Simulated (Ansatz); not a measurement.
## Meshes and cutoff for the phonons of Pt (Fm-3m, 1 atom in the cell)

How do the frequencies of Pt (Fm-3m, 1 atom in the cell) move with q mesh, k mesh and cutoff?

Method: DFT PBEsol, scalar-relativistic, plane waves, PAW, in Ansatz 0.2.0.

## Step 1: Set-up

Symmetry: Fm-3m, No. 225, cubic system. Conventional cell: a = 3.918 Å, b = 3.918 Å, c = 3.918 Å, α = 90.00°, β = 90.00°, γ = 90.00°. Pt has 12 Pt at 2.77 Å nearest.

Structure file:

```cif
data_structure
_symmetry_space_group_name_H-M 'P 1'
_symmetry_Int_Tables_number 1
_cell_length_a 2.7705
_cell_length_b 2.7705
_cell_length_c 2.7705
_cell_angle_alpha 60.000
_cell_angle_beta 60.000
_cell_angle_gamma 60.000
_cell_volume 15.04
loop_
_atom_site_label
_atom_site_type_symbol
_atom_site_fract_x
_atom_site_fract_y
_atom_site_fract_z
_atom_site_occupancy
Pt1 Pt 0.00000 0.00000 0.00000 1
```

## Step 2: Relaxing to small forces for the phonons

Phonons need a cell at rest on their own settings, so the relaxation is repeated with tight tolerances on forces and stress on the k mesh and occupations of the first response run.

input.yaml reads:

```yaml
crystal:
  lattice:
    - [0.0, 1.9590400303, 1.9590400303]
    - [1.9590400303, 0.0, 1.9590400303]
    - [1.9590400303, 1.9590400303, 0.0]
  atoms:
    - { symbol: Pt, position: [0.0, 0.0, 0.0] }
kpoints:
  mp_grid: { grid: [20, 20, 20] }
hamiltonian:
  xc: pbesol
scf:
  occupations: { method: methfessel_paxton, width: 0.2 }
output:
  forces: true
  stress: true
  eigenvalues: true
relax:
  adjacent_minimum: "off"
  f_tol: 0.001
  max_steps: 60
  cell: { stress_tol: 0.01 }
```

Command:

```bash
$ ansatz run input.yaml --threads 4 --pin off --max-ram 7168MiB --backend cpu --events-out ev --progress --plain --runs-dir out
```

Numbers of over 12 decimals in the logs are rounded to 6 here.

Log:

```text
Engine: ansatz 0.2.0, aarch64-unknown-linux-gnu
Pseudopotentials: kind: paw
Pseudopotential: Pt, paw, valence charge 18, recommended cutoff 420 eV (normal), Pt.paw.azcp
Functional definition: PBEsol
  exchange = pbesol_x
  correlation = pbesol_c
Crystal: 1 atoms, lattice volume = 15.037 Å³
[...]
--- Relaxed structure (3 steps of the walk, 2 accepted, 1 SCFs on fresh bases) ---
  F+E_penalty+E_count = -12383.82077629 eV   max|allowed force component| = 0.000e0 eV/Å   (the final SCF, on the basis selected at the relaxed cell)
  cell:  # Å, volume = 15.0336 Å³
    - [0.0, 1.958893, 1.958893]
    - [1.958893, 0, 1.958893]
    - [1.958893, 1.958893, 0]
  atoms:
    - { symbol: Pt, position: [0.0, 0.0, 0.0] }
[key lines of the parts left out:]
SCF converged after 5 iterations
Free energy (F): -12383.820776 eV
Fermi energy:    23.332903 eV
P = ⅓ Tr σ = -0.0001 GPa (-0.001 kbar)
```

It took 3.5 s on 4 threads of Arm Neoverse V1, shared host; peak memory 0.34 GiB; 12 s of CPU time.

Little changed from the start: no atom moved by 0.005 Å and no cell edge by 0.1 %.

Numbers from this step:

```
pressure          : -9.36e-5 GPa
volume per atom   : 15.03 Å³
gap on the k-mesh : 0 eV
```

The forces vanish by symmetry and the pressure is 0.000 GPa, within the tolerances set. The cell now holds 15.03 Å³/atom.

## Step 3: The dispersion

Stability and thermal properties need the whole zone. Linear response on a 4×4×4 q mesh gives force constants as far as a supercell of that size would.

input.yaml reads:

```yaml
crystal:
  lattice:
    - [0.0, 1.9588930606, 1.9588930606]
    - [1.9588930606, 0.0, 1.9588930606]
    - [1.9588930606, 1.9588930606, 0.0]
  atoms:
    - { symbol: Pt, position: [0.0, 0.0, 0.0] }
kpoints:
  mp_grid: { grid: [20, 20, 20] }
hamiltonian:
  xc: pbesol
scf:
  occupations: { method: methfessel_paxton, width: 0.2 }
output:
  eigenvalues: true
phonons:
  method: dfpt
  qmesh: [4, 4, 4]
  temperatures: { t_max: 1000, t_step: 50 }
  qpath:
    path:
      - [[0.0, 0.0, 0.0], [0.5, 0.0, 0.5], [0.625, 0.25, 0.625]]
      - [[0.375, 0.375, 0.75], [0.0, 0.0, 0.0], [0.5, 0.5, 0.5], [0.5, 0.25, 0.75], [0.5, 0.0, 0.5]]
    npoints: 10
```

Log:

```text
[...]
Crystal: 1 atoms, lattice volume = 15.034 Å³
Basis set: ecut = 420 eV, 283 PW (Γ), exchange–correlation on 40×40×40 points (8 copies of the dense FFT grid, shifted against one another)
Bands: 13, of which v1, the nominal top of the filled ones, is band 9 counted from 1 (8 counted from 0)
Symmetry: 48 space group operations
k-points: 256 of 8000
[...]
SCF iter   1: F=—  HF=-12383.822182 eV  |F-HF|=—  |Δ(HF+E_count)|=         —  Δρ=6.57e-3  dr2=4.97e-3  ethr=1.77e-3  ⟨swp⟩=4.9  Hψ=16829  notcnv=0
[...]
SCF iter   7: F=-12383.820776 eV  HF=-12383.820776 eV  |F-HF|=0.00e0  |Δ(HF+E_count)|=  3.64e-12  S|Δr|=    0.00e0  Δρ=4.50e-8  dr2=2.25e-13  ethr=1.00e-12  ⟨swp⟩=5.0  Hψ=12526  notcnv=0
SCF 1 converged in 7 iterations: F = -12383.820776 eV  dr2 = 2.25e-13
[...]
NSCF: frozen V_eff on 256 k-points
[...]
DFPT response loops at q = (0, 0, 0) (fractional): preconditioner auto → Kerker (q_TF=auto, 2.811 Å⁻¹) (partly filled bands, converged f_vac=0.000); β = 1.00, the filter's whole step (`scf.mixing.beta` (0.50) is not read by the response loops under this deck's `scf.mixing.preconditioner`; to damp them name `kerker` or `kerker_dos`, under which they read `scf.mixing.beta`, and type it under 1.00, their step now; both keys bind the ground state too); Broyden in place of MSR1
[...]
SCF converged after 7 iterations
[...]
Free energy (F): -12383.820776 eV
[...]
Internal energy: -12383.819643 eV  (E = F + TS)
E sigma→0 (E₀):  -12383.820493 eV
Entropy (-TS):   -0.001133 eV (-1.133 meV/atom)
Fermi energy:    23.332903 eV
[...]
--- Band table (eV; the first three rows and the last of 256) ---
  k-point 0: bands = [... 5 lower, 19.4910, 19.4910, 19.4910, 21.6864, 21.6864, 37.8794, 42.8307, 42.8307]
  k-point 1: bands = [... 5 lower, 19.4446, 19.5321, 19.5321, 21.6628, 21.6628, 38.0378, 42.2767, 42.9852]
  k-point 2: bands = [... 5 lower, 19.3216, 19.6430, 19.6430, 21.6081, 21.6081, 38.4788, 41.0699, 43.4375]
  k-point 255: bands = [... 5 lower, 18.7112, 18.7112, 21.2992, 23.8320, 30.4200, 31.5757, 31.5757, 35.3629]
--- Phonons (Γ-DFPT): 1 representative perturbation + reference (Σ response iterations 3) ---
  ASR residual: 5.643e-5 → 0.000e0 eV/Å²; symmetrization residual: 1.364e-12 eV/Å²
  ASR residual per site (eV/Å²): 5.64e-5
  Γ frequencies (cm⁻¹): 0.00 0.00 0.00
--- Phonons (arbitrary-q DFPT): 8 irreducible q on the 4×4×4 mesh ---
  q = [0.0000, 0.0000, 0.0000] (star 1, of the zone-centre solve; hermiticity 7.81e-9, symmetrization 2.42e-8): -0.00 -0.00 0.00
  q = [0.0000, 0.0000, 0.2500] (star 8, 1 solved perturbation on 4200 of 8000 k-point pairs; hermiticity 3.13e-13, symmetrization 5.34e-13): 55.29 55.29 134.99
[...]
q = [0.0000, 0.2500, 0.2500] (star 6, 2 solved perturbations in 3420 linear systems a pass and spin channel, the states on 2210 of 8000 k-point pairs; hermiticity 5.46e-14, symmetrization 5.55e-14): 80.94 80.94 139.23
[...]
sum rule: each row above includes the acoustic sum rule's correction from the zone centre's row sums; it moved no ω² by more than (0.28 cm⁻¹)²
  mesh force constants: q→R imaginary residual 0.00e0; ASR residual 5.643e-5 → 0.000e0 eV/Å²; symmetrization residual 5.329e-15 eV/Å²
  interpolated dispersion: 62 rows × 3 modes
  density of states and harmonic sums: on the 28×28×28 q-mesh, interpolated from the force constants of a 4×4×4 supercell (no non-analytic term)
  largest difference from the sums on the solved wave vectors: F 1.45e-2 eV, S 1.85e-5 and C_V 4.18e-6 eV/K
  zero-point energy: 0.022717 eV/cell   skipped modes (ω ≤ 0): 3   left out of the sums: 4.56e-5 of the cell's modes: C_V's classical limit lies that fraction below 3 k_B per atom; for a crystal, a wire or a layer, F and S can be off by more, and a phonons.interpolated_qmesh denser along its periods is the remedy for the sampling
```

Wall time 2.7 min (4 threads); peak memory 3.7 GiB.

Numbers from this step:

```
sum-rule residual before enforcement                    : 5.64e-5 eV/Å²
lowest frequency on the path                            : 0 cm⁻¹
highest frequency on the path or at a solved wavevector : 198.5 cm⁻¹
mean frequency                                          : 122.2 cm⁻¹
Debye temperature (second moment)                       : 240 K
logarithmic mean frequency                              : 113.9 cm⁻¹
lowest mode on the q mesh (acoustic modes at Γ apart)   : 55.29 cm⁻¹
zero-point energy per atom                              : 22.72 meV
heat capacity at 300 K                                  : 24.17 J/(mol atoms K)
vibrational entropy at 300 K                            : 40.43 J/(mol atoms K)
```

Frequencies (cm⁻¹) solved at each irreducible wavevector; negative means imaginary. Frequencies by wavevector, by row:

```csv
q in reciprocal lattice units,star,mode 1,mode 2,mode 3
0 0 0,1,0,0,0
0 0 0.25,8,55.3,55.3,135
0 0 -0.5,4,96.5,96.5,198.5
0 0.25 0.25,6,80.9,80.9,139.2
0 0.25 -0.5,24,110.5,118,181.1
0 0.25 -0.25,12,75.9,115.4,167.9
0 -0.5 -0.5,3,129.7,129.7,193.7
0.25 -0.5 -0.25,6,114.2,157.3,157.3
```

Interpolated from a 4×4×4 q mesh. Phonon branches along the path, in cm⁻¹:

| point | branch 1 | branch 2 | branch 3 |
| --- | --- | --- | --- |
| Γ | 0 | 0 | 0 |
| halfway | 81 | 81 | 139 |
| X | 130 | 130 | 194 |
| halfway | 127 | 133 | 188 |
| U | 117 | 145 | 171 |
| jump to K | 117 | 145 | 171 |
| halfway | 53 | 84 | 151 |
| Γ | 0 | 0 | 0 |
| halfway | 55 | 55 | 135 |
| L | 96 | 96 | 198 |
| halfway | 102 | 124 | 181 |
| W | 114 | 157 | 157 |
| halfway | 123 | 137 | 183 |
| X | 130 | 130 | 194 |

The phonon branches as a text plot (rows in cm⁻¹):

```
    194 |           ***                         *****          **
    186 |         **   **                      *     *        *
    178 |        *       *                    *       **     *
    170 |                 *  **                         *   *
    161 |       *           *  *                         ***
    153 |                  *    *            *           * *
    145 |                **                             *   *
    136 |      *       **   *               *          *     **
    128 |           ****         *                            ***
    120 |         **    ***  **                       *     **
    112 |    **  *                         *         *   ***
    103 |                  *   *  **               ******
     95 |       *           *                   *****
     87 |   *                   *         *    *
     79 |      *             **               *
     70 |                      *    *        *
     62 |  * **                  *
     54 |                       *        *  *
     45 |   *                     **       *
     37 |                        *   *
     29 | **                      ***   * *
     21 |                           *    *
     12 | *                          *  *
      4 |*                            **
         Γ           X  U|K            Γ         L        W     X
```

Symmetry leaves 8 wavevectors to solve. The lowest mode among them, the acoustic zeros apart, lies at q = (0, 0, 0.25) and is real, 55.3 cm⁻¹.

## Step 4: Another q mesh, q mesh 2×2×2

The q mesh is changed to 2×2×2, to see how far the force constants must reach.

input.yaml, as its differences from that of step 3:

```diff
@@ -17,3 +17,3 @@
   method: dfpt
-  qmesh: [4, 4, 4]
+  qmesh: [2, 2, 2]
   temperatures: { t_max: 1000, t_step: 50 }
```

Log:

```text
[...]
Crystal: 1 atoms, lattice volume = 15.034 Å³
Basis set: ecut = 420 eV, 283 PW (Γ), exchange–correlation on 40×40×40 points (8 copies of the dense FFT grid, shifted against one another)
Bands: 13, of which v1, the nominal top of the filled ones, is band 9 counted from 1 (8 counted from 0)
Symmetry: 48 space group operations
k-points: 256 of 8000
[...]
SCF iter   1: F=—  HF=-12383.822182 eV  |F-HF|=—  |Δ(HF+E_count)|=         —  Δρ=6.57e-3  dr2=4.97e-3  ethr=1.77e-3  ⟨swp⟩=4.9  Hψ=16829  notcnv=0
[...]
SCF iter   7: F=-12383.820776 eV  HF=-12383.820776 eV  |F-HF|=0.00e0  |Δ(HF+E_count)|=  3.64e-12  S|Δr|=    0.00e0  Δρ=4.50e-8  dr2=2.25e-13  ethr=1.00e-12  ⟨swp⟩=5.0  Hψ=12526  notcnv=0
SCF 1 converged in 7 iterations: F = -12383.820776 eV  dr2 = 2.25e-13
[...]
SCF converged after 7 iterations
[...]
Free energy (F): -12383.820776 eV
[...]
Internal energy: -12383.819643 eV  (E = F + TS)
E sigma→0 (E₀):  -12383.820493 eV
Entropy (-TS):   -0.001133 eV (-1.133 meV/atom)
Fermi energy:    23.332903 eV
[...]
--- Band table (eV; the first three rows and the last of 256) ---
  k-point 0: bands = [... 5 lower, 19.4910, 19.4910, 19.4910, 21.6864, 21.6864, 37.8794, 42.8307, 42.8307]
  k-point 1: bands = [... 5 lower, 19.4446, 19.5321, 19.5321, 21.6628, 21.6628, 38.0378, 42.2767, 42.9852]
  k-point 2: bands = [... 5 lower, 19.3216, 19.6430, 19.6430, 21.6081, 21.6081, 38.4788, 41.0699, 43.4375]
  k-point 255: bands = [... 5 lower, 18.7112, 18.7112, 21.2992, 23.8320, 30.4200, 31.5757, 31.5757, 35.3629]
[...]
ASR residual: 5.643e-5 → 0.000e0 eV/Å²; symmetrization residual: 1.364e-12 eV/Å²
  ASR residual per site (eV/Å²): 5.64e-5
  Γ frequencies (cm⁻¹): 0.00 0.00 0.00
--- Phonons (arbitrary-q DFPT): 3 irreducible q on the 2×2×2 mesh ---
[...]
interpolated dispersion: 62 rows × 3 modes
[...]
```

Run time: 25 s. Hardware: 4 threads; peak memory 1.2 GiB; 92 s of CPU time.

This step gave:

```
mean frequency                                        : 131 cm⁻¹
lowest mode on the q mesh (acoustic modes at Γ apart) : 96.48 cm⁻¹
```

Frequencies (cm⁻¹) solved at each irreducible wavevector; negative means imaginary. Frequencies by wavevector, by row:

```csv
q in reciprocal lattice units,star,mode 1,mode 2,mode 3
0 0 0,1,0,0,0
0 0 -0.5,4,96.5,96.5,198.5
0 -0.5 -0.5,3,129.7,129.7,193.7
```

Interpolated from a 2×2×2 q mesh, rough between the solved points. The phonon branches at the labelled points (cm⁻¹):

```
    point  branch 1  branch 2  branch 3
        Γ         0         0         0
  halfway        94        94       139
        X       130       130       194
  halfway       127       138       190
        U       121       157       179
jump to K       121       157       179
  halfway        74       108       150
        Γ         0         0         0
  halfway        68        68       140
        L        96        96       198
  halfway       110       136       186
        W       132       166       166
  halfway       131       142       186
        X       130       130       194
```

The phonon branches as a text plot (rows in cm⁻¹):

```
    194 |           ***                         ******         **
    186 |         **   **                      *      *      **
    178 |                **                   *        **   *
    170 |        *         ****                          ***
    161 |       *              *             *           * *
    153 |                ** *   *                       *   *
    145 |               *    **                        *     *
    136 |      *       *                    *         *       *
    128 |         *******      * *                   *   ********
    120 |    **  *       **                *            *
    112 |                  *    *                   * **
    103 |       *           *     **               ***
     95 |      *             **                *****
     87 |   *                  * *        *   *
     79 |    **                              *
     70 |                       * ***       *
     62 |  **                    *       *
     54 |                                  *
     45 |  *                      ***     *
     37 |                            *
     29 | *                         *   **
     21 | *                          *
     12 |                            *  *
      4 |*                            **
         Γ           X  U|K            Γ         L        W     X
```

The mean frequency is 131.0 cm⁻¹, +8.8 cm⁻¹ against the base run.

On this path the spectrum ends at 198 cm⁻¹ (at L). No branch goes imaginary on this path.

## Step 5: Another q mesh, k-mesh 21×21×21, q mesh 3×3×3

The q mesh is changed to 3×3×3, to see how far the force constants must reach; the k mesh is 21×21×21, against 20×20×20 in the base run, so that the q mesh divides it.

input.yaml, as its differences from that of step 4:

```diff
@@ -8,3 +8,3 @@
 kpoints:
-  mp_grid: { grid: [20, 20, 20] }
+  mp_grid: { grid: [21, 21, 21] }
 hamiltonian:
@@ -17,3 +17,3 @@
   method: dfpt
-  qmesh: [2, 2, 2]
+  qmesh: [3, 3, 3]
   temperatures: { t_max: 1000, t_step: 50 }
```

Log:

```text
[...]
Crystal: 1 atoms, lattice volume = 15.034 Å³
Basis set: ecut = 420 eV, 283 PW (Γ), exchange–correlation on 40×40×40 points (8 copies of the dense FFT grid, shifted against one another)
Bands: 13, of which v1, the nominal top of the filled ones, is band 9 counted from 1 (8 counted from 0)
Symmetry: 48 space group operations
k-points: 286 of 9261
[...]
k-point 285: bands = [... 5 lower, 18.5220, 18.8753, 21.3264, 23.7813, 30.0408, 31.5681, 31.9329, 35.4920]
[...]
ASR residual: 6.082e-5 → 0.000e0 eV/Å²; symmetrization residual: 3.638e-12 eV/Å²
  ASR residual per site (eV/Å²): 6.08e-5
  Γ frequencies (cm⁻¹): 0.00 0.00 0.00
--- Phonons (arbitrary-q DFPT): 4 irreducible q on the 3×3×3 mesh ---
[...]
interpolated dispersion: 62 rows × 3 modes
[...]
[key lines of the parts left out:]
SCF converged after 7 iterations
Free energy (F): -12383.819369 eV
Fermi energy:    23.317705 eV
```

Wall time 80 s (4 threads); peak memory 2.4 GiB.

Frequencies (cm⁻¹) solved at each irreducible wavevector; negative means imaginary. Frequencies by wavevector, by row:

| q in reciprocal lattice units | star | mode 1 | mode 2 | mode 3 |
| --- | --- | --- | --- | --- |
| 0 0 0 | 1 | 0 | 0 | 0 |
| 0 0 0.3333 | 8 | 76.2 | 76.2 | 168.8 |
| 0 0.3333 0.3333 | 6 | 106.5 | 106.5 | 169.2 |
| 0 0.3333 -0.3333 | 12 | 107.7 | 156.6 | 159.9 |

The mean frequency is 124.6 cm⁻¹, +2.4 cm⁻¹ against the base run, whose k mesh differs too.

## Step 6: Another q mesh, k-mesh 24×24×24, q mesh 6×6×6

The q mesh is changed to 6×6×6, to see how far the force constants must reach; the k mesh is 24×24×24, against 20×20×20 in the base run, so that the q mesh divides it.

input.yaml, as its differences from that of step 5:

```diff
@@ -8,3 +8,3 @@
 kpoints:
-  mp_grid: { grid: [21, 21, 21] }
+  mp_grid: { grid: [24, 24, 24] }
 hamiltonian:
@@ -17,3 +17,3 @@
   method: dfpt
-  qmesh: [3, 3, 3]
+  qmesh: [6, 6, 6]
   temperatures: { t_max: 1000, t_step: 50 }
```

Log:

```text
[...]
Crystal: 1 atoms, lattice volume = 15.034 Å³
Basis set: ecut = 420 eV, 283 PW (Γ), exchange–correlation on 40×40×40 points (8 copies of the dense FFT grid, shifted against one another)
Bands: 13, of which v1, the nominal top of the filled ones, is band 9 counted from 1 (8 counted from 0)
Symmetry: 48 space group operations
k-points: 413 of 13824
[...]
ASR residual: 6.228e-5 → 0.000e0 eV/Å²; symmetrization residual: 4.244e-12 eV/Å²
  ASR residual per site (eV/Å²): 6.23e-5
  Γ frequencies (cm⁻¹): 0.00 0.00 0.00
--- Phonons (arbitrary-q DFPT): 16 irreducible q on the 6×6×6 mesh ---
[...]
q = [0.1667, 0.3333, -0.5000] (star 24, 3 solved perturbations on 7200 of 13824 k-point pairs; hermiticity 5.59e-7, symmetrization 5.59e-14): 88.00 119.25 172.70
[...]
interpolated dispersion: 62 rows × 3 modes
[...]
[key lines of the parts left out:]
SCF converged after 7 iterations
Free energy (F): -12383.820512 eV
Fermi energy:    23.318395 eV
```

Run time: 21 min. Hardware: 4 threads; peak memory 4.4 GiB.

The mean frequency is 121.8 cm⁻¹, -0.4 cm⁻¹ against the base run, whose k mesh differs too.

[end of part 1 of 3]

[Logs are printed without paths, hosts, clocks, repeated set-up lines and the standing remarks that a program may print on its own settings, such as how far it seeks lower states.]

[Hosts, paths, dates, database ids (printed as entryN), source tags and the programs' standing remarks are cut or masked in the printed files.]
